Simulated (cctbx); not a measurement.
# What is wrong with this refinement?

Cell a = 4.0990 Å, b = 4.0990 Å, c = 6.4240 Å, α = 90.00°, β = 90.00°, γ = 120.00°; space group P-3m1 (no. 164). The compound is Li2SnP2.

The data are simulated with cctbx, not measured: Cu Kα, λ = 1.54184 Å, to d = 0.83 Å, 95 % of the full sphere, strongest reflection 20000 counts, noise from counting, a 2 % proportional error and a noise floor of 4 counts (s.d.); no absorption.

An anisotropic refinement with weights 1/σ² prints:

```text
Rint 0.018, 86 unique reflections to 0.84 A
cycle     R1     wR2    GooF  max shift (A)
   1  0.0098  0.0246   2.489   0.00140
   2  0.0049  0.0114   1.156   0.00000
final R1 0.0049 wR2 0.0114 GooF 1.156  parameters 8  data/parameter 10.8
atom        x        y        z      Ueq    occ   su(xyz)  su(Uiso or U11)
Sn1    0.00000  0.00000  0.00000   0.0086  1.000  0.00000  0.0001
P1     0.33333  0.66667  0.23745   0.0215  1.000  0.00011  0.0002
Li1    0.33333  0.66667  0.62499   0.0204  1.000  0.00073  0.0012
difference map: max 0.18 min -0.18 rms 0.04
Q1    0.3333  0.6667  0.1624    2    0.19  0.48 A from P1
Q2    0.0986  0.1972  0.4824    6    0.13  1.90 A from Li1
Q3    0.0000  0.0000  0.5000    1    0.11  2.50 A from Li1
Q4    0.0000  0.5000  0.0000    3    0.10  1.93 A from P1
Q5    0.1688  0.3377  0.4044    6    0.09  1.59 A from P1
Q6    0.1995  0.3990  0.6108    6    0.09  0.95 A from Li1
```

**Question.** Can this result stand? If not, what is the likely fault?

It can stand. The set-up had a fault (anomalous dispersion left out), but the figures of merit move little: R1 = 0.0049, wR2 = 0.0114, GooF = 1.16 against R1 = 0.0043, wR2 = 0.0100, GooF = 1.01 for the right model.

The compound is Li2SnP2. The right model at the same level gives:

```text
Rint 0.018, 86 unique reflections to 0.84 A
cycle     R1     wR2    GooF  max shift (A)
   1  0.0077  0.0191   1.932   0.00111
   2  0.0043  0.0100   1.011   0.00000
final R1 0.0043 wR2 0.0100 GooF 1.011  parameters 8  data/parameter 10.8
atom        x        y        z      Ueq    occ   su(xyz)  su(Uiso or U11)
Sn1    0.00000  0.00000  0.00000   0.0092  1.000  0.00000  0.0001
P1     0.33333  0.66667  0.23746   0.0230  1.000  0.00009  0.0002
Li1    0.33333  0.66667  0.62504   0.0187  1.000  0.00063  0.0011
difference map: max 0.13 min -0.17 rms 0.04
Q1    0.0977  0.1955  0.4807    6    0.13  1.91 A from Li1
Q2    0.3333  0.6667  0.0720    2    0.13  1.06 A from P1
Q3    0.0000  0.0000  0.5000    1    0.11  2.50 A from Li1
Q4    0.0000  0.5000  0.0000    3    0.11  1.93 A from P1
Q5    0.2007  0.4015  0.6149    6    0.09  0.94 A from Li1
Q6    0.1656  0.3311  0.4046    6    0.08  1.60 A from P1
```

The model is made up (kin elements in a known structure type, no relaxation), so it says nothing on whether the phase exists.

[Middle refinement cycles are left out of these outputs.]

[Logs are printed without paths, hosts, clocks, repeated set-up lines and the standing remarks that a program may print on its own settings, such as how far it seeks lower states.]
